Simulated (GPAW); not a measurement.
La2O3 (P-3m1) has these O sites:
A. atom 3: 6 La at 2.72 Å (octahedral, site symmetry -3m), then 6 O at 3.14 Å and 6 O at 3.93 Å
B. atom 4: 3 La at 2.36 Å and 1 La at 2.44 Å (distorted tetrahedral, site symmetry 3m), then 3 O at 2.89 Å and 3 O at 3.14 Å

Their O K edges were computed (GPAW, LDA, full core hole (charged cell), 15-atom cell with 6.8 Å between holes, 4×4×4 k points, dipole transitions, Gaussian full width 0.9 eV up to 4 eV, rising linearly to 3.5 eV at 25 eV, without spin-orbit coupling) and are given in random order.

On one photon-energy scale, from the lowest onset; each scaled to a mean of 1 over its first 20 eV.

```tsv
E (eV)	spectrum 1	spectrum 2
-2.00	0.00	0.00
-1.25	0.00	0.00
-0.50	0.03	0.02
0.25	0.77	0.46
1.00	1.40	2.29
1.75	1.74	2.79
2.50	1.45	1.59
3.25	1.15	1.10
4.00	1.14	0.95
4.75	1.50	1.29
5.50	2.70	1.67
6.25	1.83	1.80
7.00	0.78	0.91
7.75	0.49	0.49
8.50	0.40	0.55
9.25	0.48	0.72
10.00	0.70	0.67
10.75	0.85	0.51
11.50	0.99	0.46
12.25	1.06	0.53
13.00	0.95	0.63
13.75	0.81	0.73
14.50	0.74	0.79
15.25	0.71	0.81
16.00	0.70	0.80
16.75	0.69	0.77
17.50	0.68	0.78
18.25	0.68	0.84
19.00	0.68	0.91
19.75	0.70	0.94
20.50	0.72	0.97
21.25	0.74	1.00
22.00	0.76	1.04
22.75	0.78	1.08
23.50	0.81	1.10
24.25	0.84	1.08
25.00	0.87	1.03
25.75	0.91	0.97
26.50	0.93	0.91
27.25	0.93	0.83
28.00	0.93	0.77
```

**Question.** Which spectrum belongs to which site?

Spectrum 1 is B (onset at +0.28 eV, maxima 0.5 eV (1.43), 1.7 eV (1.83) and 5.4 eV (2.76) above its own zero). Spectrum 2 is A (onset at +0.00 eV, maxima 1.5 eV (3.07), 6.0 eV (1.86) and 23.5 eV (1.10) above its own zero).

[Banner, clock and machine lines of the logs are left out without a mark of their own.]

[Logs are printed without paths, hosts, clocks, repeated set-up lines and the standing remarks that a program may print on its own settings, such as how far it seeks lower states.]

[Hosts, paths, dates, database ids (printed as entryN), source tags and the programs' standing remarks are cut or masked in the printed files.]

[Lists of maxima count a maximum above −3 eV only where it reaches 4 % of the highest in the window and stands out from its surroundings by 2 % of it (1.5 % where it reaches 55 %); shoulders and weaker maxima are passed over, and of the rest the first, up to two pre-edge ones and the few strongest are named.]
